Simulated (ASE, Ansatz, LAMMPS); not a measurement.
# Time against size: Σ5 (001) twist boundary in Ge (160 atoms) repeated, support functions

The cell holds 160 atoms: 160 Ge. Cell: a = 12.652 Å, b = 12.652 Å, c = 23.060 Å, α = 90.0°, β = 90.0°, γ = 90.0°. It derives from Ge (diamond-structure). Diamond-structure Ge (a = 5.658 Å); two grains turned against each other by 53.13 deg about [001]; 1 x 1 coincidence cells, 2 lattice periods a grain, two boundaries a cell, upper grain shifted by [0.711, 0.431] of the boundary cell and opened by 0.3 Å, one atom of each pair nearer than 1.592 Å removed; minimised with a classical potential (one cell length free). Regions: lower grain, 80 atoms (80 Ge); upper grain, 80 atoms (80 Ge).

Calculated with Ansatz 0.2.0: Kohn-Sham DFT, revPBE, PAW (set soft_2), localised support functions (medium); the typed cell is repeated and solved at Γ on 1 × NVIDIA GB200 with 32 threads of Arm Neoverse V2, shared host.

| atoms | wall time divided by the number of SCF cycles (s) | repeats | SCF cycles |
| --- | --- | --- | --- |
| 160 | 0.3329 | 1×1×1 | 17 |
| 640 | 1.292 | 2×2×1 | 17 |
| 1440 | ? | ? | ? |
| 2880 | 11.94 | 3×3×2 | 20 |

**Question.** Fit a power law of the atom count to the rows given and interpolate to the withheld row.

**Working.**

A power law y = A x^b is a line in u = ln x and v = ln y.

| u = ln x | v = ln y |
| --- | --- |
| 5.07517 | -1.09979 |
| 6.46147 | 0.256009 |
| 7.96555 | 2.48027 |

With n = 3: mean u = 6.50073, mean v = 0.545497, Σ(u − ū)² = 4.1794, Σ(u − ū)(v − v̄) = 5.1909. Slope b = 5.1909 / 4.1794 = 1.2420; intercept a = v̄ − b ū = -7.5285.

At the withheld row u = 7.272, v = a + b u = 1.504, and y = exp(v).

Prediction at 1440: 4.499 s. The run gave 3.757 s, so the fit is high by 0.74 s (20 % of the value).

The fitted exponent is 1.2. Between neighbouring rows, the withheld one included, the exponents are 0.98, 1.3 and 1.7, so one power law doesn't hold over the range. Among the rows given, the largest relative miss of the fit is at 640, by 0.35 s (27 %).

Limits: One run a row; fixed overheads weigh on the small cells.

[Hosts, paths, dates, database ids (printed as entryN), source tags and the programs' standing remarks are cut or masked in the printed files.]
